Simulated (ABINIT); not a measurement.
## AlGaN2 (P3m1): G0W0 in ABINIT against the plane-wave cutoff

Wanted: the cheapest plane-wave cutoff that holds the gap of AlGaN2 (P3m1).

Program: ABINIT 10.8.3. Level of theory: LDA and many-body steps on it, plane waves. Results are calculated unless marked as measured.

## Step 1: The structure

It takes space group P3m1 (No. 156, trigonal). The conventional cell has a = 3.145 Å, b = 3.145 Å, c = 5.097 Å, α = 90.00°, β = 90.00°, γ = 120.00°. Nearest to Al lie 4 N at 1.89 to 1.90 Å. Ga has 4 N at 1.93 to 1.96 Å nearest. Nearest to N lie 3 Al at 1.90 Å and 1 Ga at 1.96 Å. Nearest to N lie 1 Al at 1.89 Å and 3 Ga at 1.93 Å. Farther neighbours and most contacts between anions are not listed.

Coordinates:

```cif
data_structure
_symmetry_space_group_name_H-M 'P 1'
_symmetry_Int_Tables_number 1
_cell_length_a 3.1453
_cell_length_b 3.1453
_cell_length_c 5.0969
_cell_angle_alpha 90.000
_cell_angle_beta 90.000
_cell_angle_gamma 120.000
_cell_volume 43.67
loop_
_atom_site_label
_atom_site_type_symbol
_atom_site_fract_x
_atom_site_fract_y
_atom_site_fract_z
_atom_site_occupancy
Al1 Al 0.00000 0.00000 0.99926 1
Ga2 Ga 0.66667 0.33333 0.49717 1
N3 N 0.66667 0.33333 0.11180 1
N4 N 0.00000 0.00000 0.62816 1
```

The cell and positions are those that the Materials Project relaxed with its own functionals (PBE, PBE+U or r2SCAN), kept fixed.

## Step 2: Empty states on the mesh, 3×3×2 mesh, 91 bands

This step: ABINIT 10.8.3; DFT, LDA, plane waves, norm-conserving pseudopotentials.

The sums over transitions need many empty states on a uniform mesh; this step solves for them.

Contents of run.abi:

```
acell 3*1.0 Angstrom
rprim 
  3.145282644058 -0.000000000015 0.000000000000
  -1.572641322016 2.723894671844 0.000000000000
  0.000000000000 0.000000000000 5.096893730000
ntypat 3
znucl 13 31 7
natom 4
typat 1 2 3 3
xred 
  0.000000000000 0.000000000000 0.999263770000
  0.666666666667 0.333333333333 0.497174210000
  0.666666666667 0.333333333333 0.111803640000
  0.000000000000 0.000000000000 0.628158390000
pp_dirpath "pseudos"
pseudos "Al.upf, Ga.upf, N.upf"
ecut 36
ngkpt 3 3 2
nshiftk 1
shiftk 0 0 0
kptopt 1
chksymbreak 0
irdden 1
istwfk *1
nband 91
prtvol 0
optdriver 6
gwr_task "HDIAGO"
paral_kgb 0
occopt 1
indata_prefix "in"
outdata_prefix "out"
tmpdata_prefix "tmp"
```

Run with:

```
$ OMP_NUM_THREADS=1 mpirun -n 4 abinit run.abi > log
```

Numbers of over 12 decimals in the logs are rounded to 6 here.

Log:

```text
.Version 10.8.3 of ABINIT. v10.8.2 released Aug 2026.

 Symmetries : space group P3 m 1 (#156); Bravais hP (primitive hexag.)
[... echo of the input left out ...]
== DATASET  1 ==================================================================
-   mpi_nproc: 4, omp_nthreads: 1 (-1 if OMP is not activated)

--- !DatasetInfo
iteration_state: {dtset: 1, }
dimensions: {natom: 4, nkpt: 6, mband: 91, nsppol: 1, nspinor: 1, nspden: 1, mpw: 3066, }
cutoff_energies: {ecut:  36.0, pawecutdg:  -1.0, }
[...]
Direct band gap semiconductor
 Fundamental gap:     2.921 (eV)
   VBM:     5.381 (eV) at k: [ 0.0000E+00,  0.0000E+00,  0.0000E+00]
   CBM:     8.302 (eV) at k: [ 0.0000E+00,  0.0000E+00,  0.0000E+00]
 Direct gap:         2.921 (eV) at k: [ 0.0000E+00,  0.0000E+00,  0.0000E+00]

== END DATASET(S) ==============================================================
================================================================================

 -outvars: echo values of variables after computation  --------
           etotal      0.0000000000E+00
            nband          91
             nkpt           6
          spgroup         156
 [... the other variables as echoed above ...]

 Calculation completed.
```

It took 43 s on 4 MPI ranks of Arm Neoverse V2, shared host; peak memory 2.2 GiB; 2.9 min of CPU time.

Numbers from this step:

```
gap                                                           : 2.921 eV
k of the valence top                                          : 0, 0, 0
k of the conduction bottom                                    : 0, 0, 0
least direct gap                                              : 2.921 eV
k points computed                                             : 6
lowest point of the top converged band, above the valence top : 69.1390 eV
```

On this mesh the gap is 2.921 eV.

The density comes from a self-consistent run that is not shown.

## Step 3: Empty states on the mesh, 3×3×2 mesh, 34 bands

Changes to run.abi since step 2:

```diff
@@ -16,3 +16,3 @@
 pseudos "Al.upf, Ga.upf, N.upf"
-ecut 36
+ecut 22
 ngkpt 3 3 2
@@ -22,10 +22,10 @@
 chksymbreak 0
+iscf -2
 irdden 1
 istwfk *1
-nband 91
+nband 34
+nbdbuf 4
+tolwfr 1e-09
+nstep 60
 prtvol 0
-optdriver 6
-gwr_task "HDIAGO"
-paral_kgb 0
-occopt 1
 indata_prefix "in"
```

Log:

```text
.Version 10.8.3 of ABINIT. v10.8.2 released Aug 2026.

 Symmetries : space group P3 m 1 (#156); Bravais hP (primitive hexag.)
[... echo of the input left out ...]
== DATASET  1 ==================================================================
-   mpi_nproc: 4, omp_nthreads: 1 (-1 if OMP is not activated)

--- !DatasetInfo
iteration_state: {dtset: 1, }
dimensions: {natom: 4, nkpt: 6, mband: 34, nsppol: 1, nspinor: 1, nspden: 1, mpw: 1462, }
cutoff_energies: {ecut:  22.0, pawecutdg:  -1.0, }
[...]
0.58041    0.58041    0.62859    0.64383    0.64383    0.74014    0.75437    0.75437
   0.84845    0.84845    0.87299    0.94000    1.03743    1.06648    1.06648    1.21752
   1.21753    1.21954
 prteigrs : prtvol=0 or 1, do not print more k-points.

== END DATASET(S) ==============================================================
================================================================================

 -outvars: echo values of variables after computation  --------
            nband          34
             nkpt           6
          spgroup         156
 [... the other variables as echoed above ...]

 Calculation completed.
```

Run time: 4 s. Hardware: 4 MPI ranks; peak memory 0.23 GiB.

This step gave:

| Item | Value |
| --- | --- |
| gap | 2.830 eV |
| k of the valence top | 0, 0, 0 |
| k of the conduction bottom | 0, 0, 0 |
| least direct gap | 2.830 eV |
| k points computed | 6 |
| lowest point of the top converged band, above the valence top | 23.15 eV |

On this mesh the gap is 2.830 eV.

## Step 4: Empty states on the mesh, 3×3×2 mesh, 34 bands

Changes to run.abi since step 3:

```diff
@@ -16,3 +16,3 @@
 pseudos "Al.upf, Ga.upf, N.upf"
-ecut 22
+ecut 29
 ngkpt 3 3 2
```

Log:

```text
.Version 10.8.3 of ABINIT. v10.8.2 released Aug 2026.

 Symmetries : space group P3 m 1 (#156); Bravais hP (primitive hexag.)
[... echo of the input left out ...]
== DATASET  1 ==================================================================
-   mpi_nproc: 4, omp_nthreads: 1 (-1 if OMP is not activated)

--- !DatasetInfo
iteration_state: {dtset: 1, }
dimensions: {natom: 4, nkpt: 6, mband: 34, nsppol: 1, nspinor: 1, nspden: 1, mpw: 2223, }
cutoff_energies: {ecut:  29.0, pawecutdg:  -1.0, }
[...]
0.58025    0.58025    0.62871    0.64342    0.64342    0.73500    0.74785    0.74785
   0.84217    0.84217    0.87250    0.93766    1.03365    1.05233    1.05233    1.20142
   1.20152    1.21739
 prteigrs : prtvol=0 or 1, do not print more k-points.

== END DATASET(S) ==============================================================
================================================================================

 -outvars: echo values of variables after computation  --------
            nband          34
             nkpt           6
          spgroup         156
 [... the other variables as echoed above ...]

 Calculation completed.
```

Elapsed: 4.8 s, on 4 MPI ranks; peak memory 0.24 GiB.

This step gave:

| Property | Result |
| --- | --- |
| gap | 2.903 eV |
| k of the valence top | 0, 0, 0 |
| k of the conduction bottom | 0, 0, 0 |
| least direct gap | 2.903 eV |
| k points computed | 6 |
| lowest point of the top converged band, above the valence top | 22.82 eV |

On this mesh the gap is 2.903 eV.

## Step 5: Empty states on the mesh, 3×3×2 mesh, 34 bands

Changes to run.abi since step 4:

```diff
@@ -16,3 +16,3 @@
 pseudos "Al.upf, Ga.upf, N.upf"
-ecut 29
+ecut 45
 ngkpt 3 3 2
```

Log:

```text
.Version 10.8.3 of ABINIT. v10.8.2 released Aug 2026.

 Symmetries : space group P3 m 1 (#156); Bravais hP (primitive hexag.)
[... echo of the input left out ...]
== DATASET  1 ==================================================================
-   mpi_nproc: 4, omp_nthreads: 1 (-1 if OMP is not activated)

--- !DatasetInfo
iteration_state: {dtset: 1, }
dimensions: {natom: 4, nkpt: 6, mband: 34, nsppol: 1, nspinor: 1, nspden: 1, mpw: 4266, }
cutoff_energies: {ecut:  45.0, pawecutdg:  -1.0, }
[...]
0.58009    0.58009    0.62861    0.64322    0.64322    0.73458    0.74716    0.74716
   0.84154    0.84154    0.87229    0.93737    1.03314    1.05076    1.05076    1.19948
   1.19951    1.21706
 prteigrs : prtvol=0 or 1, do not print more k-points.

== END DATASET(S) ==============================================================
================================================================================

 -outvars: echo values of variables after computation  --------
            nband          34
             nkpt           6
          spgroup         156
 [... the other variables as echoed above ...]

 Calculation completed.
```

Wall time 7.3 s (4 MPI ranks); peak memory 0.27 GiB.

This step gave:

| Item | Value |
| --- | --- |
| gap | 2.921 eV |
| k of the valence top | 0, 0, 0 |
| k of the conduction bottom | 0, 0, 0 |
| least direct gap | 2.921 eV |
| k points computed | 6 |
| lowest point of the top converged band, above the valence top | 22.80 eV |

On this mesh the gap is 2.921 eV.

## Step 6: Screening, 3×3×2 mesh, 30 bands, screening to 106.1 eV

The RPA dielectric matrix is built and inverted for each q.

This step: RPA screening on LDA, plane waves, norm-conserving pseudopotentials.

Changes to run.abi since step 5:

```diff
@@ -16,3 +16,3 @@
 pseudos "Al.upf, Ga.upf, N.upf"
-ecut 45
+ecut 22
 ngkpt 3 3 2
@@ -22,10 +22,11 @@
 chksymbreak 0
-iscf -2
-irdden 1
 istwfk *1
-nband 34
-nbdbuf 4
-tolwfr 1e-09
-nstep 60
-prtvol 0
+occopt 1
+irdwfk 1
+optdriver 3
+nband 30
+ecuteps 3.9
+inclvkb 2
+awtr 1
+symchi 1
 indata_prefix "in"
```

Log:

```text
.Version 10.8.3 of ABINIT. v10.8.2 released Aug 2026.

 Symmetries : space group P3 m 1 (#156); Bravais hP (primitive hexag.)
[... echo of the input left out ...]
== DATASET  1 ==================================================================
-   mpi_nproc: 4, omp_nthreads: 1 (-1 if OMP is not activated)

--- !DatasetInfo
iteration_state: {dtset: 1, }
dimensions: {natom: 4, nkpt: 6, mband: 30, nsppol: 1, nspinor: 1, nspden: 1, mpw: 1462, }
cutoff_energies: {ecut:  22.0, pawecutdg:  -1.0, }
electrons: {nelect:   2.60000000E+01, charge:   0.00000000E+00, occopt:   1.00000000E+00, tsmear:   1.00000000E-02, }

 SCREENING: Calculation of the susceptibility and dielectric matrices

 Based on a program developped by R.W. Godby, V. Olevano, G. Onida, and L. Reining.
 Incorporated in ABINIT by V. Olevano, G.-M. Rignanese, and M. Torrent.
.Using double precision arithmetic ; gwpc =  8

[... cell and pseudopotentials left out ...]
--------------------------------------------------------------------------------

 ==== K-mesh for the wavefunctions ====
 Number of points in the irreducible wedge :     6
[... list of points left out ...]
 Together with  6 symmetry operations and time-reversal symmetry
 yields    18 points in the full Brillouin Zone.

 ==== Q-mesh for the screening function ====
 Number of points in the irreducible wedge :     6
[... list of points left out ...]
 Together with  6 symmetry operations and time-reversal symmetry
 yields    18 points in the full Brillouin Zone.

 setmesh: FFT mesh size selected  =    15x   15x   30
          total number of points  =         6750

 vcoul_init : cutoff-mode = AUXILIARY_FUNCTION
 q-points for optical limit:   1
     1)      0.000010    0.000020    0.000030

- screening: taking advantage of time-reversal symmetry
- Maximum band index for partially occupied states nbvw = 13
- Remaining bands to be divided among processors   nbcw = 17
- Number of bands treated by each node ~4

 Number of electrons calculated from density =   26.0000; Expected =   26.0000
 average of density, n =  0.088231
 r_s =    1.3935
 omega_plasma =   28.6527 [eV]

 calculating chi0 at frequencies [eV] :
  1    0.000000E+00    0.000000E+00
  2    0.000000E+00    2.865274E+01

--------------------------------------------------------------------------------
  q-point number  1        q = ( 0.000000, 0.000000, 0.000000) [r.l.u.]
--------------------------------------------------------------------------------
[... chi0 elements left out ...]
 For q-point:  0.000010 0.000020 0.000030
  dielectric constant =   6.7142
  dielectric constant without local fields =   7.2271

  Average fulfillment of the sum rule on Im[epsilon] for q-point    1 :     25.72  [%]
[... wings left out ...]
  q-point number  2        q = ( 0.333333, 0.000000, 0.000000) [r.l.u.]
--------------------------------------------------------------------------------
[... chi0 elements left out ...]
  Average fulfillment of the sum rule on Im[epsilon] for q-point    2 :     33.97  [%]

 [... 4 further q-points ...]
```

Run time: 3.1 s. Hardware: 4 MPI ranks; peak memory 0.3 GiB; 12 s of CPU time.

This step gave:

```yaml
eps_infinity_with_local_fields_on_this_mesh_along_the_program_s_q_direction: 6.714
the_same_without_local_fields: 7.227
plasma_frequency: 28.65 eV
plane_waves_in_the_screening_matrix: 111
```

Local fields lower ε∞ by 7 %. On a Γ-centred mesh this coarse the value itself is usually too large, while a short band sum pulls it down.

## Step 7: 22 Ha

This step: G0W0 on LDA, plane waves, norm-conserving pseudopotentials.

Changes to run.abi since step 6:

```diff
@@ -25,8 +25,15 @@
 irdwfk 1
-optdriver 3
+optdriver 4
 nband 30
+gwcalctyp 0
+ecutsigx 22
+symsigma 1
+nkptgw 1
+kptgw 
+  0.0000000000 0.0000000000 0.0000000000
+bdgw 
+  12 15
 ecuteps 3.9
-inclvkb 2
-awtr 1
-symchi 1
+irdscr 1
+ppmodel 1
 indata_prefix "in"
```

Log:

```text
.Version 10.8.3 of ABINIT. v10.8.2 released Aug 2026.

 Symmetries : space group P3 m 1 (#156); Bravais hP (primitive hexag.)
[... echo of the input left out ...]
== DATASET  1 ==================================================================
-   mpi_nproc: 4, omp_nthreads: 1 (-1 if OMP is not activated)

--- !DatasetInfo
iteration_state: {dtset: 1, }
dimensions: {natom: 4, nkpt: 6, mband: 30, nsppol: 1, nspinor: 1, nspden: 1, mpw: 1462, }
cutoff_energies: {ecut:  22.0, pawecutdg:  -1.0, }
electrons: {nelect:   2.60000000E+01, charge:   0.00000000E+00, occopt:   1.00000000E+00, tsmear:   1.00000000E-02, }

 SIGMA: Calculation of the GW corrections

 Based on a program developped by R.W. Godby, V. Olevano, G. Onida, and L. Reining.
 Incorporated in ABINIT by V. Olevano, G.-M. Rignanese, and M. Torrent.
.Using double precision arithmetic ; gwpc =  8

[... cell and pseudopotentials left out ...]
--------------------------------------------------------------------------------

 ==== K-mesh for the wavefunctions ====
 Number of points in the irreducible wedge :     6
[... list of points left out ...]
 Together with  6 symmetry operations and time-reversal symmetry
 yields    18 points in the full Brillouin Zone.

 ==== Q-mesh for screening function ====
 Number of points in the irreducible wedge :     6
[... list of points left out ...]
 Together with  6 symmetry operations and time-reversal symmetry
 yields    18 points in the full Brillouin Zone.

 vcoul_init : cutoff-mode = AUXILIARY_FUNCTION
 q-points for optical limit:   1
     1)      0.000010    0.000020    0.000030
 setmesh: FFT mesh size selected  =    24x   24x   45
          total number of points  =        25920

 Number of electrons calculated from density =   26.0000; Expected =   26.0000
 average of density, n =  0.088231
 r_s =    1.3935
 omega_plasma =   28.6527 [eV]

 === KS Band Gaps ===
  >>>> For spin  1
   Minimum direct gap =   2.8301 [eV], located at k-point      :   0.0000  0.0000  0.0000
   Fundamental gap    =   2.8301 [eV], Top of valence bands at :   0.0000  0.0000  0.0000
                                       Bottom of conduction at :   0.0000  0.0000  0.0000
 SIGMA fundamental parameters:
 PLASMON POLE MODEL  1
 number of plane-waves for SigmaX                 1437
 number of plane-waves for SigmaC and W            111
 number of plane-waves for wavefunctions          1437
 number of bands                                    30
 number of independent spin polarizations            1
 number of spinorial components                      1
 number of k-points in IBZ                           6
 number of q-points in IBZ                           6
 number of symmetry operations                       6
 number of k-points in BZ                           18
 number of q-points in BZ                           18
 number of frequencies for dSigma/dE                 9
 frequency step for dSigma/dE [eV]                0.25
 number of omega for Sigma on real axis              0
 max omega for Sigma on real axis  [eV]           0.00
 zcut for avoiding poles [eV]                     0.10

 EPSILON^-1 parameters (SCR file):
 dimension of the eps^-1 matrix on file            111
 dimension of the eps^-1 matrix used               111
 number of plane-waves for wavefunctions          1437
 number of bands                                    30
 number of q-points in IBZ                           6
 number of frequencies                               2
 number of real frequencies                          1
 number of imag frequencies                          1

 matrix elements of self-energy operator (all in [eV])

 Perturbative Calculation

--- !SelfEnergy_ee
iteration_state: {dtset: 1, }
kpoint     : [   0.000,    0.000,    0.000, ]
spin       : 1
KS_gap     :    2.830
QP_gap     :    3.716
Delta_QP_KS:    0.886
data: !SigmaeeData |
     Band     E0 <VxcDFT>   SigX SigC(E0)      Z dSigC/dE  Sig(E)    E-E0       E
       12   5.449 -17.682 -21.007   4.079   0.796  -0.257 -17.083   0.599   6.048
       13   5.449 -17.682 -21.007   4.079   0.796  -0.257 -17.083   0.599   6.048
       14   8.279 -13.988  -9.130  -3.043   0.819  -0.221 -12.502   1.485   9.764
       15  10.888 -12.232  -6.755  -3.513   0.830  -0.205 -10.602   1.631  12.519

== END DATASET(S) ==============================================================
================================================================================

 -outvars: echo values of variables after computation  --------
           etotal      0.0000000000E+00
            nband          30
             nkpt           6
          spgroup         156
 [... the other variables as echoed above ...]

 Calculation completed.
```

The job ended after 2.6 s (4 MPI ranks; peak memory 0.08 GiB).

Numbers from this step:

- G0W0 gap on the points computed: 3.716 eV
- starting gap on the mesh: 2.830 eV
- k of the valence top: 0, 0, 0
- k of the conduction bottom: 0, 0, 0
- Z at the valence top: 0.796
- Z at the conduction bottom: 0.819
- least direct G0W0 gap on the computed points: 3.716 eV

(Part 1 of 2 ends here.)

[Paths, hosts, dates, memory and timing lines, banners, echoed tables and standing remarks are left out of the program output.]

[Logs are printed without paths, hosts, clocks, repeated set-up lines and the standing remarks that a program may print on its own settings, such as how far it seeks lower states.]

[Runs of the session that timed out or met a known fault of the program may be left out.]

[Hosts, paths, dates, database ids (printed as entryN), source tags and the programs' standing remarks are cut or masked in the printed files.]

[G0W0 gaps are taken among the corrected bands and points alone; a level outside them can change the order at an edge.]

[Where Ansatz stands beside ABINIT at settings called matched, ABINIT's density can come from a denser mesh and the files from another edition; pairs whose starting gaps differed by over 0.03 eV were left out, so agreement reads better than it is.]
